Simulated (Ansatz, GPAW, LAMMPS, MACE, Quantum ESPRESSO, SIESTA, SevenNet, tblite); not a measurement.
**Liquid 62SiO2-17Al2O3-10MgO-10Na2O (mol %) at 2000 K (94 atoms) in tblite**

How near does tblite come to plane waves for liquid 62SiO2-17Al2O3-10MgO-10Na2O (mol %) at 2000 K (94 atoms)?

Calculated with tblite 0.8.0; the method is named at each step.

## (1) Starting point

The cell holds 94 atoms: 18 Si, 10 Al, 3 Mg, 6 Na and 57 O. Cell: a = 11.041 Å, b = 11.041 Å, c = 11.041 Å, α = 90.0°, β = 90.0°, γ = 90.0°. 94 atoms (18 Si, 10 Al, 3 Mg, 6 Na, 57 O) placed at random at 2.51 g/cm³, melted at 4000 K for 10 ps at fixed volume with the Morse and Coulomb pair potential with partial charges (Pedone, Malavasi, Menziani, Cormack and Segre, J. Phys. Chem. B 110, 11780 (2006)). Snapshot at the end of a hold of 10 ps at 2000 K and zero pressure.

The yardstick, on the same geometry:

```
method                                           : Kohn-Sham DFT, PBE, SSSP efficiency 1.3.0 pseudopotentials, plane waves (Quantum ESPRESSO 7.5); sssp-pbe-1.3.0-efficiency, cutoffs 60/480 Ry, Γ point
r.m.s. force component                           : 2.229 eV/Å
longest force                                    : 9.619 eV/Å
pressure                                         : 4.436 GPa
gap (highest filled to lowest empty level) : 1.462 eV
time                                             : 3.6 min on 4 MPI ranks of Arm Neoverse V2, shared host
CPU time                                         : 15 min
```

## (2) GFN1-xTB

Method: GFN1-xTB tight binding, diagonalisation.

run.py

```python
import numpy as np
from ase.io import read
from tblite.ase import TBLite

atoms = read("structure.xyz")
atoms.calc = TBLite(method="GFN1-xTB", electronic_temperature=580, accuracy=1.0, max_iterations=250, mixer_damping=0.4, verbosity=1)
energy = atoms.get_potential_energy()
forces = atoms.get_forces()
print(f"energy {energy:.6f} eV")
print("forces (eV/A)")
for i, (a, f) in enumerate(zip(atoms, forces)):
    print(f"{i:4d} {a.symbol:2s} {f[0]:10.5f} {f[1]:10.5f} {f[2]:10.5f}")
stress = -atoms.get_stress(voigt=False) * 160.21766
print("stress (GPa, compression positive)")
for row in stress:
    print(" ".join(f"{x:10.4f}" for x in row))
print("charges (e)")
print(np.array2string(atoms.get_charges(), precision=4, suppress_small=True, max_line_width=110, threshold=100000))
```

structure.xyz

```xyz
94
Lattice="11.04071 0.00000 0.00000 0.00000 11.04071 0.00000 0.00000 0.00000 11.04071" Properties=species:S:1:pos:R:3 pbc="T T T"
Si 6.20146 3.88015 2.24436
Si 8.86834 9.37533 8.77913
Si 8.88612 7.34340 4.73569
Si 10.41879 1.41122 1.29982
Si 8.98383 3.54208 8.67954
Si 7.13815 5.04218 6.40836
Si 2.96708 2.22956 4.47612
Si 6.05439 9.07491 5.18858
Si 2.51198 6.74709 6.92087
Si 0.68066 5.15358 8.95733
Si 6.48079 7.53308 8.08158
Si 10.77595 0.23859 6.67819
Si 5.05466 1.84645 0.33166
Si 3.29433 4.84886 2.59324
Si 8.04636 0.86868 10.33234
Si 9.05515 3.70129 2.99358
Si 5.70220 1.14404 5.98992
Si 3.88291 7.44541 9.67807
Al 3.41003 8.24796 3.21472
Al 10.14575 7.27793 10.52434
Al 4.25763 4.15970 6.15884
Al 8.99950 6.24926 1.65953
Al 3.23393 10.13338 0.14651
Al 4.37124 3.96604 9.39885
Al 8.64046 2.46362 5.57523
Al 7.23851 5.11803 10.66201
Al 0.77925 8.75020 5.14298
Al 1.65854 3.39524 0.14496
Mg 11.00593 10.86781 9.86167
Mg 1.12240 7.24823 2.22018
Mg 1.75039 10.96022 2.76194
Na 10.78368 4.74828 5.38301
Na 5.69082 7.27229 1.61835
Na 2.93661 1.40581 7.80854
Na 0.60249 2.74163 7.18187
Na 7.75919 9.52007 2.61742
Na 5.29711 10.19621 9.43881
O 7.91906 10.25020 9.78472
O 2.87036 6.54836 2.95880
O 7.31083 3.86204 3.31917
O 9.83374 1.27918 6.08961
O 7.20704 1.62354 5.39924
O 6.67256 6.05307 7.62869
O 3.17089 1.00217 3.33043
O 9.70556 5.02661 2.71911
O 0.27039 0.93007 2.38733
O 6.62906 1.09767 10.72517
O 4.46464 2.10447 5.55414
O 3.28814 6.94715 8.29367
O 5.19333 8.35484 4.11244
O 5.76756 1.01078 7.56951
O 1.59064 4.32641 9.81817
O 8.43102 4.42158 9.77787
O 9.32708 2.57017 2.07974
O 0.37660 2.36470 0.36677
O 3.67479 5.67967 6.11788
[... 34 atom lines left out ...]
O 4.10339 2.72352 10.51307
O 3.40473 8.93790 9.98842
O 5.72836 4.81309 9.92604
O 10.35033 7.49245 5.07343
```

Launch:

```console
$ OMP_NUM_THREADS=1 python run.py > output.txt
```

The program printed:

```text
------------------------------------------------------------
  cycle        total energy    energy error   density error
------------------------------------------------------------
      1     -297.5081048114  -2.9895774E+02   1.0565419E+00
      2     -302.2591954114  -4.7510906E+00   7.5534090E-01
      3     -315.9983769404  -1.3739182E+01   5.0325752E-01
      4     -323.3331303960  -7.3347535E+00   8.8621068E-02
      5     -323.4652090051  -1.3207861E-01   4.0759499E-02
      6     -323.5204200785  -5.5211073E-02   1.5984946E-02
      7     -323.5311200062  -1.0699928E-02   7.7705310E-03
      8     -323.5331498255  -2.0298193E-03   3.7230885E-03
      9     -323.5333253350  -1.7550950E-04   2.6124334E-03
     10     -323.5336181591  -2.9282412E-04   8.5792747E-04
     11     -323.5336379866  -1.9827527E-05   3.3736888E-04
     12     -323.5336413098  -3.3231588E-06   1.6716864E-04
     13     -323.5336426819  -1.3721271E-06   4.8107622E-05
     14     -323.5336427789  -9.6960548E-08   1.8622898E-05
------------------------------------------------------------
 total:                                   4.279 sec
energy -8803.798846 eV
forces (eV/A)
   0 Si    1.47181    3.29478   -1.78170
   1 Si    2.46018    0.33287   -0.51740
   2 Si   -6.10311   -0.88742   -3.15735
   3 Si   -0.74778    4.63594   -1.19110
   4 Si   -2.98839   -3.71362   -2.15718
   5 Si    3.56834    0.70204    0.90323
   6 Si    2.66187   -1.67448   -1.71548
   7 Si   -0.15487    0.25083    3.25806
   8 Si    3.06062   -6.92315    1.08502
   9 Si   -1.75611   -1.86008   -4.44866
  10 Si    0.56759    2.15930    0.57038
  11 Si    1.05448   -0.66220    6.43590
  12 Si    1.59629   -4.75105   -0.91353
  13 Si   -4.40965    1.26959    2.87086
  14 Si    3.63100   -2.12093   -3.09102
  15 Si   -3.15428    0.87498    4.66295
  16 Si    1.61433   -1.15118    2.10890
  17 Si   -1.08422   -1.10098    2.93295
  18 Al    0.16627   -1.15625    2.49051
  19 Al   -2.26563    0.94368    1.38606
  20 Al   -3.70388   -2.95409    0.90620
  21 Al   -1.35934    1.03082    0.45063
  22 Al   -1.36124   -0.33245    1.47512
  23 Al    0.18807    1.25802   -0.41473
[...]
86 O     1.55850    0.01594   -0.62294
  87 O    -0.77835    2.24448   -1.12072
  88 O    -0.25875    0.21051    0.57031
  89 O     0.47803    0.19280   -0.62929
  90 O    -1.58134    0.18633    0.24128
  91 O     0.79399    1.76977   -0.80528
  92 O    -0.04898    0.01880    0.41087
  93 O     2.99369    1.34751    1.19714
stress (GPa, compression positive)
    8.3087    -1.7668    -0.0331
   -1.7668     8.5342     0.5381
   -0.0331     0.5381     9.4990
charges (e)
[ 0.5456  0.5004  0.5088  0.4857  0.5208  0.5501  0.4606  0.4893  0.5032  0.5148  0.5253  0.4732  0.5381
  0.5249  0.5062  0.5201  0.4608  0.4684  0.5485  0.6274  0.6408  0.641   0.557   0.6293  0.6037  0.6252
  0.5795  0.6095  0.7839  0.7636  0.7779  0.2354  0.2051  0.2163  0.2217  0.2731  0.206  -0.2933 -0.3793
 -0.2649 -0.3126 -0.3386 -0.229  -0.4431 -0.3411 -0.3962 -0.2479 -0.2576 -0.2228 -0.3193 -0.433  -0.2863
 -0.3119 -0.2531 -0.3537 -0.3675 -0.2806 -0.2665 -0.3579 -0.2781 -0.265  -0.4462 -0.332  -0.2889 -0.4801
 -0.2511 -0.277  -0.4439 -0.2907 -0.4218 -0.3139 -0.2744 -0.2597 -0.4094 -0.4026 -0.3653 -0.215  -0.4506
 -0.4574 -0.2874 -0.2606 -0.5055 -0.2647 -0.2929 -0.3133 -0.2132 -0.2525 -0.3901 -0.5424 -0.2671 -0.2936
 -0.3413 -0.4293 -0.3082]
```

Run time: 4.8 s. Hardware: 1 thread of Arm Neoverse V2, shared host; peak memory 0.13 GiB.

Banners, paths, timers and routine set-up lines are dropped from the logs unmarked, and long logs keep their key lines alone; longer cuts are marked.

Compared with the plane-wave run:

```
r.m.s. force component                  : 1.868 eV/Å
r.m.s. difference of force components   : 653.7 meV/Å
longest difference of force vectors     : 2524 meV/Å
force difference over r.m.s. force      : 29.32 %
slope of forces against the reference's : 0.8082
correlation of force components         : 0.9643
pressure                                : 8.781 GPa
pressure difference                     : 4.345 GPa
```

Length of the force difference by element (eV/Å):

```
element  atoms  mean  most
     Al     10   1.3   2.2
     Mg      3  0.93   1.2
     Na      6  0.56  0.94
      O     57  0.82   1.7
     Si     18   1.6   2.5
```

Local excerpt of 13 atoms (numbers count through the whole input) about O89, whose charge lies farthest from its element's mean; x, y, z are measured from there.

| atom | x | y | z | distance (Å) | Mulliken charge (e) | Fx | Fy | Fz (eV/Å) |
| --- | --- | --- | --- | --- | --- | --- | --- | --- |
| O89 | 0.00 | 0.00 | 0.00 | 0.00 | -0.54 | -0.26 | 0.21 | 0.57 |
| Al23 | 1.64 | -0.54 | 0.19 | 1.74 | 0.56 | -1.36 | -0.33 | 1.48 |
| Mg29 | -1.63 | 0.20 | -1.14 | 1.99 | 0.78 | 1.09 | -0.06 | -0.41 |
| O92 | 1.81 | -1.73 | -1.01 | 2.70 | -0.34 | 0.79 | 1.77 | -0.81 |
| Mg31 | 0.16 | 0.29 | 2.80 | 2.82 | 0.78 | 0.53 | -0.19 | 0.07 |
| O63 | 2.86 | 0.72 | 0.44 | 2.98 | -0.33 | -0.72 | 0.22 | 0.76 |
| O55 | -1.21 | 2.73 | 0.41 | 3.02 | -0.35 | -0.09 | 0.12 | -0.47 |
| O46 | -1.32 | 1.30 | 2.43 | 3.06 | -0.40 | 1.34 | -3.15 | 3.34 |
| Si4 | -2.21 | 1.78 | 1.34 | 3.14 | 0.49 | -0.75 | 4.64 | -1.19 |
| O78 | 2.03 | -1.76 | 1.83 | 3.24 | -0.45 | 0.04 | 2.48 | -3.10 |
| O65 | -0.81 | 0.96 | -3.01 | 3.26 | -0.48 | -0.42 | 0.69 | -0.95 |
| O88 | -2.49 | -1.88 | -1.19 | 3.34 | -0.39 | -0.78 | 2.24 | -1.12 |
| O58 | -3.17 | 1.29 | 0.20 | 3.43 | -0.27 | -1.88 | -2.55 | -0.30 |

Atoms are counted from 1 here, from 0 in the log.

Forces lie 29 % from the reference's, at 0.0055 times its CPU time (on 1 against 4 cores).

## (3) Summary of results

```yaml
force_difference_from_the_reference: tblite GFN1-xTB, 29 %
its_cpu_time: 4.8 s
```

In words: Tight binding differs by 29 % (tblite GFN1-xTB); it is another model, with fitted parameters of its own, and the xTB methods hold dispersion. One electronic-structure run takes under half the reference's CPU time: tblite GFN1-xTB, at 29 % in 4.8 s against 15 min; its pressure misses by +4.3 GPa. Periodic xTB results under one method name differ between programs and library versions. The reference's pressure holds the uncorrected Pulay stress of its 60 Ry basis, so small pressure differences, and their order, may be the reference's own error. The frame stands for 2000 K, but pressures are static and levels are smeared at 580 K. The network of bonds at the start is that of the classical potential that made the cell, and needn't be the one that DFT or experiment would give. The electronic-structure runs sample only Γ, in a cell whose shortest periodic width is 11 Å.

[Also dropped from logs without a mark: logging warnings of Python, and SIESTA's first energy breakdown and zero terms.]

[Logs are printed without paths, hosts, clocks, repeated set-up lines and the standing remarks that a program may print on its own settings, such as how far it seeks lower states.]

[Hosts, paths, dates, database ids (printed as entryN), source tags and the programs' standing remarks are cut or masked in the printed files.]
